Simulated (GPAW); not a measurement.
**Dielectric function and optical constants of Rh**

Aim: the dielectric function of Rh, and the optical constants that follow from it. The cell comes from an older database entry, whose edges can differ from later determinations, mostly by under a per cent.

Main program and level: GPAW 26.7.0; DFT, PBE, plane-wave PAW (GPAW data sets), scalar-relativistic, RPA, optical limit.

The database entry behind the starting cell differs from later determinations by our own check (an axis about 0.2 % short against later determinations), so it need not match the best structure at ambient conditions.

## (1) Starting point

It takes space group Fm-3m (No. 225, cubic). Conventional cell: a = 3.796 Å, b = 3.796 Å, c = 3.796 Å, α = 90.00°, β = 90.00°, γ = 90.00°. Rh has 12 Rh at 2.68 Å nearest.

Structure file:

```cif
data_structure
_symmetry_space_group_name_H-M 'P 1'
_symmetry_Int_Tables_number 1
_cell_length_a 2.6840
_cell_length_b 2.6840
_cell_length_c 2.6840
_cell_angle_alpha 60.000
_cell_angle_beta 60.000
_cell_angle_gamma 60.000
_cell_volume 13.67
loop_
_atom_site_label
_atom_site_type_symbol
_atom_site_fract_x
_atom_site_fract_y
_atom_site_fract_z
_atom_site_occupancy
Rh1 Rh 0.00000 0.00000 0.00000 1
```

## (2) Ground state

First the ground state: is it a metal or has it a gap?

This step: DFT, PBE, plane-wave PAW (GPAW data sets), scalar-relativistic, ground state (GPAW 26.7.0).

Input file gs.py:

```python
from ase import Atoms
from ase.dft.bandgap import bandgap
from gpaw import GPAW, PW, FermiDirac

atoms = Atoms(['Rh'],
              cell=[[0.000000000000, 1.897850000000, 1.897850000000],
                    [1.897850000000, 0.000000000000, 1.897850000000],
                    [1.897850000000, 1.897850000000, 0.000000000000]],
              scaled_positions=[[0.000000000000, 0.000000000000, 0.000000000000]],
              pbc=[True, True, True])
atoms.calc = GPAW(mode=PW(500), xc='PBE', kpts={'size': (10, 10, 10), 'gamma': True},
                  occupations=FermiDirac(0.05), maxiter=150, txt='gs.txt')
print('energy (eV)', atoms.get_potential_energy())
print('Fermi level (eV)', atoms.calc.get_fermi_level())
print('valence electrons', atoms.calc.get_number_of_electrons())
print('gap (eV)', bandgap(atoms.calc, output=None)[0])
print('direct gap (eV)', bandgap(atoms.calc, direct=True, output=None)[0])
atoms.calc.write('gs.gpw')
```

Started as:

```
> OMP_NUM_THREADS=1 python gs.py
```

Numbers of over 12 decimals in the logs are rounded to 6 here.

Output:

```text
__  _  _
 | _ |_)|_||  |
 |__||  | ||/\| - 26.7.0

Versions:
  Python: 3.12.14
  ASE:    3.29.0
  Numpy:  2.5.5
  Scipy:  1.18.1
  Libxc:  7.0.0

Input parameters:
  mode=PW(ecut=500.0),
  kpts=MonkhorstPack(size=(10, 10, 10), gamma=True),
  maxiter=150,
  occupations=Occupations(name='fermi-dirac', width=0.05, fixmagmom=False),
  xc=XC(name='PBE')

Diagonalizing LCAO Hamiltonian
Converting LCAO to pw mode

       Rh

Atoms  # Å, Bohr magnetons
|   | symbol |        x |        y |        z |    initial magnetic moments |
| 0 |     Rh | 0.000000 | 0.000000 | 0.000000 | ( 0.0000,  0.0000,  0.0000) |

Unit cell  # Å
| periodic |        x |        y |        z |  lengths |    angles |
|      yes | 0.000000 | 1.897850 | 1.897850 | 2.683965 | 60.000000 |
|      yes | 1.897850 | 0.000000 | 1.897850 | 2.683965 | 60.000000 |
|      yes | 1.897850 | 1.897850 | 0.000000 | 2.683965 | 60.000000 |

Number of symmetries: 48
Symmetry operations  # r_c * U_cc + t_c -> r_c
|    | kind |            matrix            |
|  0 |  σ   |  1, 0, 0,  1, 0,-1,  1,-1, 0 |
|  1 |  C2  |  1, 0, 0,  1,-1, 0,  1, 0,-1 |
|  2 |  E   |  1, 0, 0,  0, 1, 0,  0, 0, 1 |
|  3 |  σ   |  1, 0, 0,  0, 0, 1,  0, 1, 0 |
|  4 |  C4  |  1, 0,-1,  1, 0, 0,  1,-1, 0 |
|  5 |  S6  |  1, 0,-1,  1,-1, 0,  1, 0, 0 |
|  6 |  σ   |  1, 0,-1,  0, 1,-1,  0, 0,-1 |
|  7 |  C3  |  1, 0,-1,  0, 0,-1,  0, 1,-1 |
|  8 |  S6  |  1,-1, 0,  1, 0, 0,  1, 0,-1 |
|  9 |  C4  |  1,-1, 0,  1, 0,-1,  1, 0, 0 |
| 10 |  C3  |  1,-1, 0,  0,-1, 1,  0,-1, 0 |
| 11 |  σ   |  1,-1, 0,  0,-1, 0,  0,-1, 1 |
| 12 |  σ   |  0, 1, 0,  1, 0, 0,  0, 0, 1 |
| 13 |  C4  |  0, 1, 0,  0, 1,-1, -1, 1, 0 |
| 14 |  C3  |  0, 1, 0,  0, 0, 1,  1, 0, 0 |
| 15 |  S6  |  0, 1, 0, -1, 1, 0,  0, 1,-1 |
| 16 |  C2  |  0, 1,-1,  1, 0,-1,  0, 0,-1 |
| 17 |  σ   |  0, 1,-1,  0, 1, 0, -1, 1, 0 |
| 18 |  S4  |  0, 1,-1,  0, 0,-1,  1, 0,-1 |
| 19 |  C4  |  0, 1,-1, -1, 1, 0,  0, 1, 0 |
| 20 |  C3  |  0, 0, 1,  1, 0, 0,  0, 1, 0 |
| 21 |  σ   |  0, 0, 1,  0, 1, 0,  1, 0, 0 |
| 22 |  S6  |  0, 0, 1,  0,-1, 1, -1, 0, 1 |
| 23 |  C4  |  0, 0, 1, -1, 0, 1,  0,-1, 1 |
| 24 |  S4  |  0, 0,-1,  1, 0,-1,  0, 1,-1 |
| 25 |  C3  |  0, 0,-1,  0, 1,-1,  1, 0,-1 |
| 26 |  C2  |  0, 0,-1,  0,-1, 0, -1, 0, 0 |
| 27 |  S6  |  0, 0,-1, -1, 0, 0,  0,-1, 0 |
| 28 |  S4  |  0,-1, 1,  1,-1, 0,  0,-1, 0 |
| 29 |  C4  |  0,-1, 1,  0, 0, 1, -1, 0, 1 |
| 30 |  C2  |  0,-1, 1,  0,-1, 0,  1,-1, 0 |
| 31 |  σ   |  0,-1, 1, -1, 0, 1,  0, 0, 1 |
| 32 |  C3  |  0,-1, 0,  1,-1, 0,  0,-1, 1 |
| 33 |  S6  |  0,-1, 0,  0, 0,-1, -1, 0, 0 |
| 34 |  S4  |  0,-1, 0,  0,-1, 1,  1,-1, 0 |
| 35 |  C2  |  0,-1, 0, -1, 0, 0,  0, 0,-1 |
| 36 |  C2  | -1, 1, 0,  0, 1, 0,  0, 1,-1 |
| 37 |  S6  | -1, 1, 0,  0, 1,-1,  0, 1, 0 |
| 38 |  S4  | -1, 1, 0, -1, 0, 1, -1, 0, 0 |
| 39 |  C3  | -1, 1, 0, -1, 0, 0, -1, 0, 1 |
| 40 |  S6  | -1, 0, 1,  0, 0, 1,  0,-1, 1 |
| 41 |  C2  | -1, 0, 1,  0,-1, 1,  0, 0, 1 |
| 42 |  C3  | -1, 0, 1, -1, 1, 0, -1, 0, 0 |
| 43 |  S4  | -1, 0, 1, -1, 0, 0, -1, 1, 0 |
| 44 |  C2  | -1, 0, 0,  0, 0,-1,  0,-1, 0 |
| 45 |  i   | -1, 0, 0,  0,-1, 0,  0, 0,-1 |
| 46 |  σ   | -1, 0, 0, -1, 1, 0, -1, 0, 1 |
| 47 |  C2  | -1, 0, 0, -1, 0, 1, -1, 1, 0 |

BZ-sampling:
  Number of BZ points: 1000
  Number of IBZ points: 47

  Monkhorst-Pack size: [10, 10, 10]
  Monkhorst-Pack shift: [0.05, 0.05, 0.05]

K-points  # in reciprocal-cell coordinates
|     |                                coordinates |     weight |
|   0 | (  0.00000000,   0.00000000,   0.00000000) | 0.00100000 |
|   1 | (  0.10000000,   0.10000000,   0.00000000) | 0.00600000 |
|   2 | (  0.10000000,   0.10000000,   0.10000000) | 0.00800000 |
|   3 | (  0.20000000,   0.10000000,   0.10000000) | 0.01200000 |
|   4 | (  0.20000000,   0.20000000,   0.00000000) | 0.00600000 |
|   5 | (  0.20000000,   0.20000000,   0.10000000) | 0.02400000 |
|   6 | (  0.20000000,   0.20000000,   0.20000000) | 0.00800000 |
|   7 | (  0.30000000,   0.20000000,   0.10000000) | 0.02400000 |
|   8 | (  0.30000000,   0.20000000,   0.20000000) | 0.02400000 |
|   9 | (  0.30000000,   0.30000000,   0.00000000) | 0.00600000 |
| ... |                                            |            |
|  46 | (  0.50000000,   0.50000000,   0.50000000) | 0.00400000 |

Plane wave coefficients: 360
Cutoff: 500.0 eV

Spin-components: 1 (collinear spins)
Bands:           12
Projectors:      6
Spin-degeneracy: 2
Datatype:        complex128

Parallelization:
  kpt:    1
  domain: 1
  band:   1

Density:
  Valence electrons: 15.0
  Components: 1
  Grid points: [14 14 14]
  Charge: 0.0  # |e|

Potential:
  Grid points: [14 14 14]

species:
  Rh:
    name:    Rhodium
    id:
    Z:       45.0
    valence: 15
    core:    30
    charge:  0.0  # [|e|]
    compensation charges:
      type: gauss
      rc: 0.38  # [Å]
      lmax: 2
    cutoffs:
      filter: 2.48  # [Å]
      core: 2.35  # [Å]
    projectors
    | kind |    occ | energy [eV] | rcut [Å] |
    |   5s |  1.000 |      -4.297 |    1.270 |
    |   4p |  6.000 |     -50.429 |    1.381 |
    |   5p |  0.000 |      -0.852 |    1.381 |
    |   4d |  8.000 |      -5.942 |    1.244 |
    |    s |        |      22.915 |    1.270 |
    |    d |        |      21.270 |    1.244 |

    Using partial waves for Rh as LCAO basis

Reference energy: -130134.647000  # eV

eigensolver:
  PPCG
  Converge bands: occupied
  niter=2

density mixing:
  MSR1-Mixer
  Pratt-step length: 0.05
  Maximum mixing coefficient: 0.75
  Old densities: 10
  SVD Regularization: 0.005
  Good broyden scale: 1.0
  Trust region scale: 1.0
  Backstep threshold: 4.0
  History deletion threshold: 6.0
  Fourier metric: weight=20.0, sigma=0.015

occupation numbers:
  Fermi-Dirac:
    width: 0.0500  # eV

poisson solver:
  ecut: 4000.0  # eV

xc functional:
  name: PBE with 2 nearest neighbor stencil

convergence criteria:
- Maximum [total energy] change in last 3 cyles: 0.0005 eV / valence electron
- Maximum integral of absolute [dens]ity change: 0.0001 electrons / valence electron
- Maximum integral of absolute [eigenst]ate change: 4e-08 eV^2 / valence electron
maximum number of iterations: 150

SCF iterations
|iter     |      energy | eigst |  dens |
|iter:   1||   -7.905497 | +0.17 |       |
|iter:   2||   -7.779330 | -2.17 | -1.11 |
|iter:   3||   -7.317900 | -1.43 | -1.16 |
|iter:   4||   -7.311997 | -3.24 | -2.22 |
|iter:   5||   -7.310124 | -3.24 | -2.44 |
|iter:   6||   -7.310109c| -5.95 | -3.54 |
|iter:   7||   -7.310108c| -6.50 | -3.77 |
|iter:   8||   -7.310108c| -8.23c| -4.74c|

Converged in 8 steps
SCF loop duration: 5.388 s (0.673 s/step)
Energy contributions relative to reference atoms: (reference = -130134.647000)

Energy contributions:
  Kinetic:          -2.181953
  Coulomb:          -0.132816
  Zero:             -0.056914
  External:          0.000000
  Xc:               -4.932205
  Entropy:          -0.012439
  Spinorbit:         0.000000
  ----------------------------
  Free energy:      -7.316327
  Extrapolated:     -7.310108

dipole moment: (-11.476400, -11.476400, -11.476400)  # |e|*Ang

Fermi level: 11.963
Eigenvalues  # (at kpt = [0.000, 0.000, 0.000])
| band index |      eig [eV] | occ [0-2] |
|          0 |       -34.455 |     2.000 |
|          1 |       -34.455 |     2.000 |
|          2 |       -34.455 |     2.000 |
|          3 |         3.953 |     2.000 |
|          4 |         8.836 |     2.000 |
|          5 |         8.836 |     2.000 |
|          6 |         8.836 |     2.000 |
|          7 |        10.930 |     2.000 |
|          8 |        10.930 |     2.000 |
|          9 |        29.426 |     0.000 |
|         10 |        34.006 |     0.000 |
|         11 |        34.006 |     0.000 |

No gap
No difference between direct/indirect transitions

--- standard output ---
energy (eV) -7.310108
Fermi level (eV) 11.963003
valence electrons 15.0
gap (eV) 0.0
direct gap (eV) 0.0
```

It took 8.3 s on 1 thread of Arm Neoverse N1, shared host; peak memory 0.12 GiB.

This step gave:

| Property | Result |
| --- | --- |
| energy | -7.310 eV |
| Fermi energy | 11.96 eV |
| electrons | 15 |

There are states at the Fermi level within the smearing, so the occupations stay smeared and the carriers get a Drude term.

## (3) Bands for the response

The response needs many more empty bands than the density does.

This step: DFT, PBE, plane-wave PAW (GPAW data sets), scalar-relativistic, bands at fixed density (GPAW 26.7.0).

Input file nscf.py:

```python
from ase.dft.bandgap import bandgap
from gpaw import GPAW, FermiDirac

calc = GPAW('gs.gpw').fixed_density(kpts={'size': (20, 20, 20), 'gamma': True}, nbands=24, convergence={'bands': 18},
                                    occupations=FermiDirac(0.05), txt='nscf.txt')
print('gap (eV)', bandgap(calc, output=None)[0])
print('direct gap (eV)', bandgap(calc, direct=True, output=None)[0])
print('top band over the Fermi level (eV)', min(calc.get_eigenvalues(kpt=k)[17] for k in range(len(calc.get_ibz_k_points()))) - calc.get_fermi_level())
calc.write('full.gpw', mode='all')
```

Started as:

```
> OMP_NUM_THREADS=1 python nscf.py
```

Output:

```text
Diagonalizing LCAO Hamiltonian
Converting LCAO to pw mode
convergence criteria:
- Maximum integral of absolute [eigenst]ate change: 4e-08 eV^2 / valence electron
maximum number of iterations: 150

SCF iterations
|iter     |      energy | eigst |  dens |
|iter:   1||             | +2.96 |       |
|iter:   2||             | +0.99 |       |
|iter:   3||             | -1.35 |       |
|iter:   4||             | -3.20 |       |
|iter:   5||             | -4.95 |       |
|iter:   6||             | -6.60 |       |
|iter:   7||             | -7.45c|       |
SCF steps: 7
  __  _  _
 | _ |_)|_||  |
 |__||  | ||/\| - 26.7.0

Versions:
  Python: 3.12.14
  ASE:    3.29.0
  Numpy:  2.5.5
  Scipy:  1.18.1
  Libxc:  7.0.0

Input parameters:
  mode=PW(ecut=500.0),
  convergence={'bands': 18},
  gpts=array([14, 14, 14]),
  kpts=MonkhorstPack(size=(20, 20, 20), gamma=True),
  maxiter=150,
  nbands=24,
  occupations=Occupations(name='fermi-dirac', width=0.05, fixmagmom=False),
  parallel={},
  xc=XC(name='PBE')

--- standard output ---
gap (eV) 0.0
direct gap (eV) 0.0
top band over the Fermi level (eV) 32.838220
```

Run time: 49 s. Hardware: 1 thread; peak memory 0.18 GiB.

## (4) Dielectric function, RPA

Transitions between filled and empty bands, summed over the zone, give the optical response, so mesh, band count and broadening shape it.

The induced potential is part of this response.

This step: DFT, PBE, plane-wave PAW (GPAW data sets), scalar-relativistic, RPA, optical limit (GPAW 26.7.0).

Input file df.py:

```python
from gpaw.response.df import DielectricFunction

df = DielectricFunction('full.gpw', frequencies={'type': 'nonlinear', 'domega0': 0.03, 'omega2': 8},
                        ecut=50,
                        eta=0.15,
                        nbands=18,
                        rate=0.05,
                        txt='df.txt')
for direction in ['x']:
    df.get_dielectric_function(xc='RPA', direction=direction, filename=f'df_{direction}.csv')
```

Started as:

```
> OMP_NUM_THREADS=1 python df.py
```

Output:

```text
Using integrator: PointIntegrator
NonLinearFrequencyDescriptor(from 0.000 to 89.005 eV, 530 points)
Nonperiodic BCs:  [False False False]
Using integrator: PointIntegrator
NonLinearFrequencyDescriptor(from 0.000 to 89.005 eV, 530 points)
Nonperiodic BCs:  [False False False]
Using integrator: PointIntegrator

Calculating chi0 body with:
    Ground state adapter containing:
    Number of spins: 1
    Number of kpoints: 8000
    Number of irreducible kpoints: 256
    Number of completely occupied states: 5
    Number of partially occupied states: 9

    Linear response parametrization:
    q_c: [0.0, 0.0, 0.0]
    Number of frequency points: 530
    Planewave cutoff: 50.0
    Number of bands: 18
    Number of planewaves: 15
    Broadening (eta): 0.15

Integrating chi0 body.

Symmetries of q_c:
    Direct symmetries (Uq -> q): 48
    Indirect symmetries (TUq -> q): 0
In total 48 allowed symmetries.

256 groups of equivalent kpoints. 96.8% reduction.

Integral kind: spectral function

Calculating chi0 optical extensions with:
    Ground state adapter containing:
    Number of spins: 1
    Number of kpoints: 8000
    Number of irreducible kpoints: 256
    Number of completely occupied states: 5
    Number of partially occupied states: 9

    Linear response parametrization:
    Number of frequency points: 530
    Planewave cutoff: 50.0
    Number of bands: 18
    Number of planewaves: 15
    Broadening (eta): 0.15
Integrating chi0 head and wings.

Symmetries of q_c:
    Direct symmetries (Uq -> q): 48
    Indirect symmetries (TUq -> q): 0
In total 48 allowed symmetries.

256 groups of equivalent kpoints. 96.8% reduction.

Integral kind: spectral function wings

Calculating drude chi0 with:
    Number of frequency points:530
    Plasma frequency decay rate: 0.05 eV

    Ground state adapter containing:
    Number of spins: 1
    Number of kpoints: 8000
    Number of irreducible kpoints: 256
    Number of completely occupied states: 5
    Number of partially occupied states: 9

Symmetries of q_c:
    Direct symmetries (Uq -> q): 48
    Indirect symmetries (TUq -> q): 0
In total 48 allowed symmetries.

256 groups of equivalent kpoints. 96.8% reduction.

Integral kind: intraband
Plasma frequency:
[[8.51-0.j 0.  -0.j 0.  +0.j]
 [0.  -0.j 8.51-0.j 0.  +0.j]
 [0.  +0.j 0.  +0.j 8.51-0.j]]
```

Wall time 15 s (1 thread); peak memory 0.19 GiB.

Sum at mesh points, not converged in k. Im ε, E ∥ x against photon energy; read off at these points:

| photon energy (eV) | Im ε, E ∥ x |
| --- | --- |
| 0.5 | 114 |
| 1.0 | 64.7 |
| 1.5 | 39.3 |
| 2.0 | 25.9 |
| 2.5 | 17.8 |
| 3.0 | 15.4 |
| 3.5 | 9.73 |
| 4.0 | 5.34 |
| 4.5 | 4.46 |
| 5.0 | 3.73 |
| 5.5 | 3.49 |
| 6.0 | 2.92 |
| 6.5 | 2.47 |
| 7.0 | 1.87 |
| 7.5 | 1.50 |
| 8.0 | 1.61 |
| 8.5 | 1.14 |
| 9.0 | 1.30 |
| 9.5 | 1.26 |
| 10.0 | 1.51 |
| 10.5 | 2.04 |
| 11.0 | 1.98 |
| 11.5 | 2.06 |
| 12.0 | 2.03 |
| 12.5 | 1.96 |
| 13.0 | 1.85 |
| 13.5 | 1.88 |

Values under 1 per cm are given as 1; sum at mesh points, not converged in k. Table of absorption coefficient, E ∥ x by photon energy:

| photon energy (eV) | absorption coefficient, E ∥ x (1/cm) |
| --- | --- |
| 0.492 | 8.5e5 |
| 1.010 | 9.1e5 |
| 1.486 | 1.0e6 |
| 1.985 | 1.2e6 |
| 2.508 | 1.2e6 |
| 3.018 | 1.3e6 |
| 3.510 | 1.4e6 |
| 3.980 | 1.3e6 |
| 4.516 | 1.3e6 |
| 4.981 | 1.3e6 |
| 5.515 | 1.2e6 |
| 6.021 | 1.3e6 |
| 6.494 | 1.2e6 |
| 6.985 | 1.2e6 |
| 7.496 | 1.1e6 |
| 8.026 | 1.1e6 |
| 8.516 | 8.5e5 |
| 9.023 | 7.6e5 |
| 9.483 | 7.4e5 |
| 10.026 | 6.9e5 |
| 10.519 | 9.6e5 |
| 11.029 | 9.7e5 |
| 11.479 | 1.1e6 |
| 12.023 | 1.1e6 |
| 12.504 | 1.1e6 |
| 13.000 | 1.2e6 |
| 13.512 | 1.2e6 |

Sum at mesh points, not converged in k. The reflectivity at normal incidence, E ∥ x by photon energy; read off at these points:

| photon energy (eV) | reflectivity at normal incidence, E ∥ x (%) |
| --- | --- |
| 0.500 | 95.4 |
| 0.750 | 88.6 |
| 1.000 | 85.7 |
| 1.250 | 82.8 |
| 1.500 | 79.9 |
| 1.750 | 77.9 |
| 2.000 | 79.2 |
| 2.250 | 76.2 |
| 2.500 | 74.6 |
| 2.750 | 73.0 |
| 3.000 | 70.6 |
| 3.250 | 73.8 |
| 3.500 | 77.8 |
| 3.636 | 79.3 |
| 3.750 | 78.7 |
| 4.000 | 76.0 |
| 4.250 | 72.1 |
| 4.500 | 71.1 |
| 4.750 | 68.5 |
| 5.000 | 67.2 |
| 5.250 | 63.9 |
| 5.500 | 61.8 |
| 5.750 | 59.3 |
| 6.000 | 60.8 |
| 6.250 | 58.3 |
| 6.500 | 58.7 |
| 6.750 | 57.4 |
| 7.000 | 57.9 |
| 7.250 | 53.1 |
| 7.500 | 53.2 |
| 7.750 | 43.4 |
| 8.000 | 45.2 |
| 8.250 | 44.4 |
| 8.500 | 33.5 |
| 8.750 | 26.8 |
| 9.000 | 19.6 |
| 9.250 | 19.4 |
| 9.500 | 15.6 |
| 9.750 | 9.78 |
| 10.000 | 9.28 |
| 10.250 | 13.1 |
| 10.500 | 15.4 |
| 10.750 | 14.5 |
| 11.000 | 14.5 |
| 11.250 | 15.8 |
| 11.500 | 15.5 |
| 11.750 | 17.1 |
| 12.000 | 16.4 |
| 12.250 | 15.7 |
| 12.500 | 15.7 |
| 12.750 | 17.2 |
| 13.000 | 17.5 |
| 13.250 | 13.2 |
| 13.500 | 14.7 |
| 13.750 | 14.4 |

Sum at mesh points, not converged in k. The Im ε, E ∥ x by photon energy; read off at these points:

| photon energy (eV) | without local fields | with local fields |
| --- | --- | --- |
| 0.5 | 114 | 114 |
| 1.0 | 64.6 | 64.7 |
| 1.5 | 39.3 | 39.3 |
| 2.0 | 25.8 | 25.9 |
| 2.5 | 17.8 | 17.8 |
| 3.0 | 15.4 | 15.4 |
| 3.5 | 9.71 | 9.73 |
| 4.0 | 5.33 | 5.34 |
| 4.5 | 4.45 | 4.46 |
| 5.0 | 3.73 | 3.73 |
| 5.5 | 3.49 | 3.49 |
| 6.0 | 2.92 | 2.92 |
| 6.5 | 2.47 | 2.47 |
| 7.0 | 1.89 | 1.87 |
| 7.5 | 1.51 | 1.50 |
| 8.0 | 1.62 | 1.61 |
| 8.5 | 1.15 | 1.14 |
| 9.0 | 1.30 | 1.30 |
| 9.5 | 1.25 | 1.26 |
| 10.0 | 1.50 | 1.51 |
| 10.5 | 2.02 | 2.04 |
| 11.0 | 1.95 | 1.98 |
| 11.5 | 2.02 | 2.06 |
| 12.0 | 1.99 | 2.03 |
| 12.5 | 1.94 | 1.96 |
| 13.0 | 1.81 | 1.85 |
| 13.5 | 1.86 | 1.88 |

Sum at mesh points, not converged in k. The loss function −Im 1/ε at q → 0, E ∥ x by energy loss; read off at these points:

| energy loss (eV) | loss function −Im 1/ε at q → 0, E ∥ x |
| --- | --- |
| 0.50 | 0.00136 |
| 1.00 | 0.00750 |
| 1.50 | 0.0143 |
| 2.00 | 0.0180 |
| 2.50 | 0.0277 |
| 3.00 | 0.0363 |
| 3.50 | 0.0297 |
| 4.00 | 0.0433 |
| 4.50 | 0.0625 |
| 5.00 | 0.0836 |
| 5.50 | 0.111 |
| 6.00 | 0.128 |
| 6.50 | 0.154 |
| 7.00 | 0.187 |
| 7.50 | 0.266 |
| 8.00 | 0.343 |
| 8.50 | 0.660 |
| 8.89 | 0.790 |
| 9.00 | 0.766 |
| 9.50 | 0.790 |
| 9.62 | 0.805 |
| 10.00 | 0.509 |
| 10.50 | 0.464 |
| 11.00 | 0.470 |
| 11.50 | 0.461 |
| 12.00 | 0.479 |
| 12.50 | 0.490 |
| 13.00 | 0.538 |
| 13.17 | 0.602 |
| 13.50 | 0.504 |

At chosen wavelengths:

| wavelength (nm) | n | k | R (%) | 1/α |
| --- | --- | --- | --- | --- |
| 1550 | 3.89 | 9.971 | 87.4 | 12 nm |
| 1064 | 3.21 | 7.900 | 84.0 | 11 nm |
| 633 | 2.37 | 5.825 | 79.1 | 8.6 nm |
| 532 | 2.02 | 4.903 | 75.6 | 8.6 nm |
| 450 | 1.78 | 4.307 | 72.9 | 8.3 nm |
| 365 | 1.40 | 4.152 | 75.6 | 7.0 nm |
| 193 | 0.67 | 1.930 | 58.9 | 8.0 nm |

In reflection the computed colour is near white: x = 0.319, y = 0.335, luminous reflectivity 77 %.

## (5) Outcome

What this shows: At this level (PBE, RPA) Rh is a metal. The mesh is too coarse to trust the carriers' weight, the reflectivity or the colour to better than tens of per cent. In reflection the computed colour is near white: x = 0.319, y = 0.335, luminous reflectivity 77 %. The carriers' damping of 0.05 eV is typed, not computed; it shapes the response at the lowest energies. In this version of GPAW the matrix elements of the optical limit are incomplete, which can lower ε − 1 by up to a tenth where first-row anions or d states rule, and shift it by more in d metals. GPAW's carrier term has the form −ωp²/(ω + i·rate)², which damps like twice the rate and fails at low energy, so the curves leave the lowest energies out. The sum runs over mesh points 0.14 Å⁻¹ apart with no interpolation, so peaks are partly noise of the mesh, and the Drude plasma energy, a sum over the Fermi surface, isn't converged.

[Machine, clock and banner lines and Python warnings are left out of the logs.]

[Logs are printed without paths, hosts, clocks, repeated set-up lines and the standing remarks that a program may print on its own settings, such as how far it seeks lower states.]

[Hosts, paths, dates, database ids (printed as entryN), source tags and the programs' standing remarks are cut or masked in the printed files.]
